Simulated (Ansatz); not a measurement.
# The perfect Rh wire along [110], 4 atoms a period, part 2 of 2

Aim: is the Rh wire along [110], 4 atoms a period a metal or a semiconductor?

Ansatz 0.2.0; DFT PBE, plane waves, PAW; relaxation of a wire's period; PAW set soft_1 (the session's first sound run).

So far: The starting structure; The relaxed wire.

### Step 2. The relaxed wire (continued)

Relaxation path:

```
step  energy less that of the first step (eV)  largest force component (eV/Å)  pressure (GPa)  volume (Å³)
   1                                   0.0000                          1.8264           -3.98       273.72
   2                                  -0.2112                          2.2118            3.70       260.32
   3                                  -0.5257                          0.5937           -0.92       262.22
   4                                  -0.5595                          0.0834            0.04       259.29
   5                                  -0.5609                          0.0193           -0.01       259.42
  6*                                  -0.5585                          0.0184            0.00       259.42
```

Relaxation steps marked * repeat the geometry before them on a plane-wave basis chosen anew for their cell, so energy and pressure can jump there.

Forces are held to the 8 operations that the run works with; a distortion that breaks them can't arise in this run.

```csv
cell as run,before,after,change
c (Å),2.708,2.567,-5.2 %
```

The atoms that moved most (Å, along periodic axes as changes of fractional coordinates times the final cell, across vacuum about the mean position):

```csv
atom,dx,dy,dz,length
Rh4,0.000,-0.128,0.000,0.128
Rh3,0.000,0.128,0.000,0.128
```

The relaxed structure:

```xyz
4
Lattice="10.6300 0.0000 0.0000 0.0000 9.5080 0.0000 0.0000 0.0000 2.5667" Properties=species:S:1:pos:R:3
Rh    3.4017    4.7541    0.0000
Rh    7.2283    4.7541    0.0000
Rh    5.3150    3.5276    1.2834
Rh    5.3150    5.9806    1.2834
```

This step gave:

- energy at zero smearing: -25605.1977 eV
- cell length along the wire: 2.567 Å

The cell's length comes to 2.567 Å with spin left out.

### Step 3. The wire at its relaxed period

This step: DFT PBE, plane waves, PAW; bands of a perfect wire; PAW set soft_1 (Ansatz 0.2.0).

At the relaxed period the bands are computed along the axis; those that cross an energy going forward count the channels that a perfect wire would open there.

The input, input.yaml:

```yaml
crystal:
  lattice:
    - [10.63, 0.0, 0.0]
    - [0.0, 9.508, 0.0]
    - [0.0, 0.0, 2.5667285741]
  atoms:
    - { symbol: Rh, position: [0.320006497, 0.500011515, 0.0] }
    - { symbol: Rh, position: [0.679993503, 0.500011515, 0.0] }
    - { symbol: Rh, position: [0.5, 0.371012333, 0.5] }
    - { symbol: Rh, position: [0.5, 0.629010697, 0.5] }
kpoints:
  mp_grid: { grid: [1, 1, 32] }
  band_path: { path: ["Γ", Z], npoints: 90 }
scf:
  occupations: { method: fermi_dirac, width: 0.05 }
hamiltonian:
  xc: pbe
  pseudopotentials: { kind: paw, azcp: { folder: soft_1 } }
output:
  dos: { e_range: [-5, 4] }
  write_potential: true
  write_density: true
  volumetric_format: npy
```

On the command line:

```sh
$ ansatz run input.yaml --threads 4 --pin off --max-ram 16384MiB --backend cpu --events-out ev --progress --plain --runs-dir out
```

Numbers of over 12 decimals in the logs are rounded to 6 here.

The program printed:

```text
[...]
Crystal: 4 atoms, lattice volume = 259.419 Å³
Basis set: ecut = 420 eV, 5105 PW (Γ)
Bands: 41, of which v1, the nominal top of the filled ones, is band 34 counted from 1 (33 counted from 0)
Symmetry: 8 space group operations
[...]
k-points: 17 of 32
[...]
SCF iter   1: F=—  HF=-25606.985219 eV  |F-HF|=—  |Δ(HF+E_count)|=         —  Δρ=4.11e-2  dr2=6.43e0  ethr=3.10e-3  ⟨swp⟩=8.5  Hψ=3170  notcnv=0
[...]
SCF iter  11: F=-25605.242862 eV  HF=-25605.242862 eV  |F-HF|=1.47e-9  |Δ(HF+E_count)|=   1.79e-8  Δρ=1.82e-6  dr2=5.72e-9  ethr=1.47e-10  ⟨swp⟩=6.6  Hψ=1802  notcnv=0
SCF 1 converged in 11 iterations: F = -25605.242862 eV  dr2 = 5.72e-9
[...]
NSCF: frozen V_eff on 91 k-points
WARN: The output density's exchange-correlation potential varies sharply where the density is thin. Do not read a vacuum level from v_tot or v_xc, or from such a field of the output density. On a cell that repeats whose density bears no net charge and no dipole along the vacuum's axis use v_es (v_loc + v_h of the components); under efield.dipole_correction with no amplitude use v_es + v_field, which holds any externa [...]
SCF converged after 11 iterations
Free energy (F): -25605.242862 eV
[...]
Internal energy: -25605.151512 eV  (E = F + TS)
E sigma→0 (E₀):  -25605.197187 eV
Entropy (-TS):   -0.091350 eV (-22.838 meV/atom)
Fermi energy:    1.164993 eV
[...]
--- Band table (eV; the first three rows and the last of 17) ---
  k-point 0: bands = [... 30 lower, 0.2438, 0.6642, 0.7713, 0.8044, 1.2649, 1.4914, 1.5440, 1.8916, ... 3 higher]
  k-point 1: bands = [... 30 lower, 0.2947, 0.5411, 0.8121, 0.8512, 1.3186, 1.4502, 1.4943, 1.8017, ... 3 higher]
  k-point 2: bands = [... 30 lower, 0.3367, 0.3791, 0.8644, 0.9235, 1.2444, 1.3685, 1.5809, 1.5969, ... 3 higher]
  k-point 16: bands = [... 30 lower, 0.6184, 0.7408, 1.2020, 1.2577, 1.9050, 1.9866, 4.9119, 5.1517, ... 3 higher]
```

The job ended after 9.2 s (4 threads of Intel Xeon Platinum 8259CL at 2.50GHz (Skylake/Cascade Lake), shared host; peak memory 0.82 GiB).

The column dr2 measures how far the density is from self-consistency, as an energy; F and HF (Harris–Foulkes) agree once it is small.

This step gave:

```yaml
energy_at_zero_smearing: -25605.1972 eV
band_gap: 0 eV
```

Electronic bands along the path, in eV, zero at the Fermi level:

```
  point  band 31  band 32  band 33  band 34  band 35  band 36  band 37  band 38
      Γ    -0.92    -0.50    -0.39    -0.36     0.10     0.33     0.38     0.73
halfway    -1.30    -1.14    -0.75    -0.43    -0.14     0.10     0.14     1.07
      Z    -0.55    -0.42     0.04     0.09     0.74     0.82     3.75     3.99
```

Between Γ and Z the bands cross the Fermi level 6 times, so a perfect wire would conduct at least 6 G₀, with spin left out.

### Step 4. Outcome

| Property | Result |
| --- | --- |
| cell length, PBE | 2.567 Å |
| ballistic conductance by band crossings, a lower bound, PBE | 6 G₀ |

What this shows: Under PBE the cell's length is 2.57 Å, and the bands cross the Fermi level 6 times between Γ and Z, which gives a perfect wire at least 6 G₀ (opposite crossings within one step of the path cancel in such a count). No spin was allowed, though thin wires with open d shells can turn magnetic.

[Logs are printed without paths, hosts, clocks, repeated set-up lines and the standing remarks that a program may print on its own settings, such as how far it seeks lower states.]

[Hosts, paths, dates, database ids (printed as entryN), source tags and the programs' standing remarks are cut or masked in the printed files.]
